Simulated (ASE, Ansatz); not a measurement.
# H11C3IN2 (P2_1/c) (68 atoms): support functions against a reference, part 2 of 2

Wanted: errors and times of a linear-scaling basis for H11C3IN2 (P2_1/c) (68 atoms). A setting counts as converged where the r.m.s. difference of forces stays under 1 % of the r.m.s. force.

Ansatz 0.2.0; Kohn-Sham DFT, PBE+D3(BJ), PAW (set soft_2, large core), plane waves.

The cell: 44 H, 12 C, 4 I and 8 N. The cell is under 6 Å thick along one periodic direction. Spin–orbit coupling is left out.

So far. Step 12 (Support functions medium, radius 5.12 Å): Forces differ from the reference by 0.69 meV/Å r.m.s., 0.13 % of their size, well within a tolerance of 1 %; the energy by -0.35 meV/atom. It took 8.3 times the reference's time (shared host, so rough).

### 15. The first run in detail

The first run, on the default basis, asked for the full analyses, so its electronic structure is set out here.

Neighbours are counted within 1.34 Å (H-C), 1.27 Å (H-N), 1.85 Å (C-C), 1.79 Å (C-N).

Length of the force by element and coordination:

```tsv
element	coordination	atoms	mean length of the force (eV/Å)	spread	least	most
C	all	12	0.706	0.175	0.527	0.943
H	all	44	0.719	0.495	0.360	2.01
I	all	4	0.102	0	0.102	0.102
N	all	8	1.51	0.519	0.987	2.02
N	3	4	0.987	0	0.987	0.987
N	4	4	2.02	0	2.02	2.02
```

Intrinsic-atomic-orbital charges by element and coordination:

```tsv
element	coordination	atoms	mean charge (e)	spread	least	most
C	all	12	-0.260	0.0537	-0.335	-0.213
H	all	44	0.232	0.0664	0.149	0.322
I	all	4	-0.710	0	-0.710	-0.710
N	all	8	-0.528	0.089	-0.617	-0.439
N	3	4	-0.617	0	-0.617	-0.617
N	4	4	-0.439	0	-0.439	-0.439
```

States in the cell by windows of 1 eV, zero at the Fermi level; the larger projections on atomic orbitals stand beside the total:

```tsv
from (eV)	to (eV)	total	H s	C p	N p	I p
-10	-9	15.2	3.1	4.9	6.5	0.0
-9	-8	8.8	2.3	4.0	2.2	0.0
-8	-7	9.4	2.5	3.9	2.7	0.0
-7	-6	12.6	3.5	7.3	1.5	0.1
-6	-5	18.0	5.8	10.4	1.5	0.1
-5	-4	0.0	0.0	0.0	0.0	0.0
-4	-3	8.7	1.0	0.5	4.9	1.5
-3	-2	23.3	0.5	0.3	1.2	21.0
-2	2	0.0	0.0	0.0	0.0	0.0
2	3	6.2	2.6	0.5	0.2	0.1
3	4	14.9	4.9	1.3	0.5	0.2
4	5	18.8	5.0	2.0	0.9	0.2
```

Between -22 and -10 eV lie 64 more states.

The levels nearest the highest filled one (over half full), pooled over k-points and spins:

```tsv
level less the highest filled one (eV)	occupation
-0.0877	2
-0.0437	2
-0.0431	2
-0.0359	2
-0.006	2
0	2
4.47	0
4.76	0
4.84	0
5.09	0
5.17	0
5.21	0
```

Valence density in the bc plane at fractional x = 0.002, with atoms of H and C and N within 0.2 Å of it. It is the smooth field of the valence electrons, not physical close to the nuclei.

Ten even steps from '0' (0.0 e/Å³) to '9' (3.6 e/Å³), each cell a mean:
```
0000000000000000000000000000
0000000000000000000000000000
1221000000000025642112222111
4884100000000027962112443211
3663000000000013520001442000
0110000000000001100000231000
0120000134100012210000000000
1563100244310148831000000000
3897311344321136631000000000
1343111111111001000000000000
0000000000000000000000000000
0000000000000000000000000000
0000000000000000000000000000
0000000000000000000000000000
1000000000012111112221113664
1000000000268621124442114895
0000000000147510013521001352
0000000000001000001310000010
0000242000012100000000000121
2001453100156300000000002696
2113443212499610000000002575
0111111111234210000000000010
0000000000000000000000000000
0000000000000000000000000000
```
Columns run along b (10.1 Å), rows up along c (14.5 Å). Atoms in or near the plane, at fractional coordinates: H at (0.93, 0.29), H at (0.43, 0.21), H at (0.07, 0.71), H at (0.57, 0.79), H at (0.68, 0.27), H at (0.18, 0.23), H at (0.32, 0.73), H at (0.82, 0.77), C at (0.68, 0.35), C at (0.18, 0.15), C at (0.32, 0.65), C at (0.82, 0.85), N at (0.92, 0.36), N at (0.42, 0.14) and more.

Electrostatic potential energy in the bc plane at fractional x = 0.002, with atoms of H and C and N within 0.2 Å of it. With pseudopotentials it is smooth inside the atoms' cores, unlike the true potential.

Ten even steps from '_' (-56 eV) to '@' (6 eV), each cell a mean:
```
@@@@@@@@@@@@@@@@@@@@@@@@@@@@@@@@@@@@@@@@@@@@@@@@@@@@@@@@
@@@@@@@@@@@@@@@@@@@@@@@@@@@@@@@@@@@@@@@@@@@@@@@@@@@@@@@@
%%%%%%@@@@@@@@@@@@@@@@@@@@@@##--::==##%%%%%%**++##%%%%%%
++__..++%%@@@@@@@@@@@@@@@@@@##..__::##%%%%**____--##%%%%
##----##@@@@@@@@@@@@@@@@@@@@%%++--##@@@@@@%%++==##@@@@@@
@@@@@@@@@@@@@@@@%%%%@@@@@@@@@@####@@@@@@@@@@++==%%@@@@@@
@@**++%%@@@@@@%%++--%%@@@@@@@@%%%%@@@@@@@@@@@@@@@@@@@@@@
%%==--**%%@@@@##--::++%%@@%%++....++@@@@@@@@@@@@@@@@@@@@
**..__..##%%%%**..__--%%%%%%**::::**%%@@@@@@@@@@@@@@@@@@
%%**++**%%%%%%%%%%##%%@@%%%%@@@@@@@@@@@@@@@@@@@@@@@@@@@@
@@@@@@@@@@@@@@@@@@@@@@@@@@@@@@@@@@@@@@@@@@@@@@@@@@@@@@@@
@@@@@@@@@@@@@@@@@@@@@@@@@@@@@@@@@@@@@@@@@@@@@@@@@@@@@@@@
@@@@@@@@@@@@@@@@@@@@@@@@@@@@@@@@@@@@@@@@@@@@@@@@@@@@@@@@
@@@@@@@@@@@@@@@@@@@@@@@@@@@@@@@@@@@@@@@@@@@@@@@@@@@@%%@@
%%@@@@@@@@@@@@@@@@@@@@%%##%%%%%%%%%%**++##%%%%%%**--::++
%%@@@@@@@@@@@@@@@@@@%%::__::##%%%%**____::##%%%%++..__--
@@@@@@@@@@@@@@@@@@@@%%++--++%%@@@@%%++--**@@@@@@%%++--##
@@@@@@@@@@%%@@@@@@@@@@@@@@@@@@@@@@@@**--##@@@@@@@@%%**%%
@@@@@@@@**::##@@@@@@@@##==##@@@@@@@@@@@@@@@@@@@@@@@@%%%%
##@@@@##--::++%%@@@@%%==--**@@@@@@@@@@@@@@@@@@@@%%--__::
##%%%%**..__--##%%%%++____--%%@@@@@@@@@@@@@@@@@@%%==::==
@@%%%%%%%%##%%%%%%%%%%++++##%%@@@@@@@@@@@@@@@@@@@@@@@@@@
@@@@@@@@@@@@@@@@@@@@@@@@@@@@@@@@@@@@@@@@@@@@@@@@@@@@@@@@
@@@@@@@@@@@@@@@@@@@@@@@@@@@@@@@@@@@@@@@@@@@@@@@@@@@@@@@@
```
Columns run along b (10.1 Å; values clipped at the 3rd and 97th percentile), rows up along c (14.5 Å). Atoms in or near the plane, at fractional coordinates: H at (0.93, 0.29), H at (0.43, 0.21), H at (0.07, 0.71), H at (0.57, 0.79), H at (0.68, 0.27), H at (0.18, 0.23), H at (0.32, 0.73), H at (0.82, 0.77), C at (0.68, 0.35), C at (0.18, 0.15), C at (0.32, 0.65), C at (0.82, 0.85), N at (0.92, 0.36), N at (0.42, 0.14) and more.

Mean intrinsic-atomic-orbital charges: C -0.26, H +0.23, I -0.71, N -0.53 e. The largest share in the top eV of filled states is I p (85 % of the projected weight), and in the lowest eV of empty states H s (56 % of the projected weight).

### 16. Local order

Bonds and neighbours are counted at the geometry of the runs.

Density 1.87 g/cm³, 10.55 Å³ an atom.

g(r), total and by pair (bins of 0.2 Å):

```tsv
r (Å)	total	H-H	H-C	H-N	H-I	C-C	C-N
1.00	4.91	0.00	11.20	15.45	0.00	0.00	0.00
1.20	0.00	0.00	0.00	0.00	0.00	0.00	0.00
1.40	0.45	0.00	0.00	0.00	0.00	0.00	10.95
1.60	1.13	1.68	0.00	0.00	0.00	13.65	0.00
1.80	0.62	1.12	0.00	0.97	0.00	0.00	0.00
2.00	0.59	0.00	2.58	0.00	0.00	0.00	0.00
2.20	1.30	0.00	3.79	2.87	0.00	0.00	0.00
2.40	1.31	2.75	0.00	0.00	0.00	0.00	3.88
2.60	0.96	1.10	0.92	0.91	0.98	2.48	0.00
2.80	0.89	0.59	1.43	0.88	1.66	0.00	0.00
3.00	0.82	1.84	0.00	0.35	0.00	0.00	0.00
3.20	0.81	1.03	0.42	0.60	2.53	0.00	0.00
3.40	0.87	1.04	0.39	1.43	1.69	0.00	0.00
3.60	1.04	0.95	1.33	0.75	1.48	0.00	0.95
3.80	0.80	0.66	0.44	0.67	0.93	0.00	3.34
4.00	0.76	0.30	1.07	0.80	1.58	0.00	0.76
4.20	1.09	0.76	1.47	1.31	1.50	0.47	0.00
4.40	0.73	0.36	0.79	0.83	1.35	1.66	1.86
4.60	0.93	1.29	0.94	0.62	0.62	0.00	0.56
4.80	1.09	1.21	0.66	0.99	0.84	2.05	2.06
5.00	1.48	1.55	0.95	1.54	1.80	2.51	0.47
5.20	0.89	0.87	0.81	0.83	1.19	0.60	0.43
5.40	0.92	0.92	1.25	1.11	0.89	0.56	0.00
5.60	1.10	1.15	0.90	1.04	0.41	1.26	2.66
5.80	1.06	1.10	1.03	0.97	0.97	0.71	1.05
6.00	1.06	1.09	1.03	1.08	1.08	2.00	0.99
6.20	0.83	0.81	0.78	1.18	1.19	0.00	0.61
6.40	0.93	0.89	1.11	1.02	1.10	0.78	0.28
```

Bonds by pair of elements; cutoffs follow the first minimum of g(r), held within bounds set by covalent radii, and pairs that aren't listed don't count as bonded:

```tsv
pair A-B	cutoff (Å)	bonds	mean length (Å)	spread (Å)	shortest (Å)	B about A	A about B
H-C	1.34	24	1.09	0	1.09	0.545	2
H-N	1.27	20	1.01	0	1.01	0.455	2.5
C-C	1.85	8	1.52	0	1.52	1.33	1.33
C-N	1.79	8	1.48	0.008	1.47	0.667	1
```

How many atoms have how many bonded neighbours:

```tsv
element	mean	0	1	3	4
C	4	0	0	0	12
H	1	0	44	0	0
I	0	4	0	0	0
N	3.5	0	0	4	4
```

Counting bonds as in the table, all C atoms have 4, all H atoms have 1 and 50 % of N atoms have 3 and as many 4 bonded neighbours.

Local excerpt of 14 atoms (numbers count through the whole input) about N61, which bears the longest force; x, y, z are measured from there.

```tsv
atom	x	y	z	distance (Å)	bonds	intrinsic-atomic-orbital charge (e)	Fx	Fy	Fz (eV/Å)
N61	0.00	0.00	0.00	0.00	4	-0.44	-1.07	-1.36	1.05
H1	0.36	0.09	-0.94	1.01	1	0.31	0.59	0.32	-1.90
H9	0.77	-0.04	0.66	1.02	1	0.32	0.46	0.22	0.72
H5	-0.64	0.76	0.21	1.02	1	0.31	-0.26	1.27	0.28
C53	-0.83	-1.23	0.10	1.49	4	-0.23	0.45	-0.83	-0.02
H37	-1.65	-1.18	-0.61	2.12	1	0.19	-0.13	0.23	-0.27
H41	-1.25	-1.31	1.10	2.12	1	0.19	-0.08	0.23	0.33
C49	0.01	-2.48	-0.19	2.48	4	-0.34	-0.52	0.08	-0.01
H33	0.87	-2.50	0.48	2.69	1	0.17	0.31	0.01	0.29
H29	0.38	-2.43	-1.21	2.74	1	0.17	0.11	-0.02	-0.37
N66	0.77	0.15	-2.72	2.83	3	-0.62	0.25	0.73	0.61
H18	-0.09	0.13	-3.25	3.26	1	0.28	-0.22	-0.35	-0.23
H30	0.35	2.64	-1.91	3.28	1	0.17	-0.11	-0.02	0.37
H14	1.33	-0.67	-2.95	3.30	1	0.28	0.03	-0.63	-0.25
```

The column of bonds counts only the pairs H-C within 1.34 Å, H-N within 1.27 Å, C-C within 1.85 Å, C-N within 1.79 Å; other neighbours, such as metal atoms beside each other in a compound, aren't counted, and periodic images can show an atom twice.

### 17. Results

| Property | Result |
| --- | --- |
| free energy per atom | -404.0207 eV/atom |
| density | 1.871 g/cm³ |
| pressure | 1.892 GPa |
| r.m.s. force component | 0.5432 eV/Å |
| gap (highest filled to lowest empty level) | 4.471 eV |
| wall time of the 11 DFT runs | 13 min |

In words: Against plane waves at 750 eV, the forces differ by 0.92 meV/Å (0.17 %) with support functions medium, and by 0.63 meV/Å in the closest run (support functions medium, radius 4.6 Å). At 68 atoms the fastest of the runs at a preset level, support functions low, takes 2.9 times the time of plane waves, in 11 SCF cycles against 10. Differences between support functions and plane waves include what basis error the plane-wave run still has. As the radius goes from 3.31 to 5.12 Å, the force difference goes from 1.2 to 0.69 meV/Å (not steadily; the least is 0.63 at 4.6 Å), while the time lies between 46 s and 2.3 min.

Between filled and empty levels lie 4.47 eV on the run's k-points; the mesh holds the band edges only if they fold onto it, so the gap at this level can be narrower or closed. Counting bonds as in the table, all C atoms have 4, all H atoms have 1 and 50 % of N atoms have 3 and as many 4 bonded neighbours.

Caveats: The geometry starts from published positions and isn't relaxed at this level: its force components are 0.54 eV/Å r.m.s. The pressure of 1.9 GPa belongs to a cell and atoms that aren't relaxed at this level.

[Logs are printed without paths, hosts, clocks, repeated set-up lines and the standing remarks that a program may print on its own settings, such as how far it seeks lower states.]

[Hosts, paths, dates, database ids (printed as entryN), source tags and the programs' standing remarks are cut or masked in the printed files.]
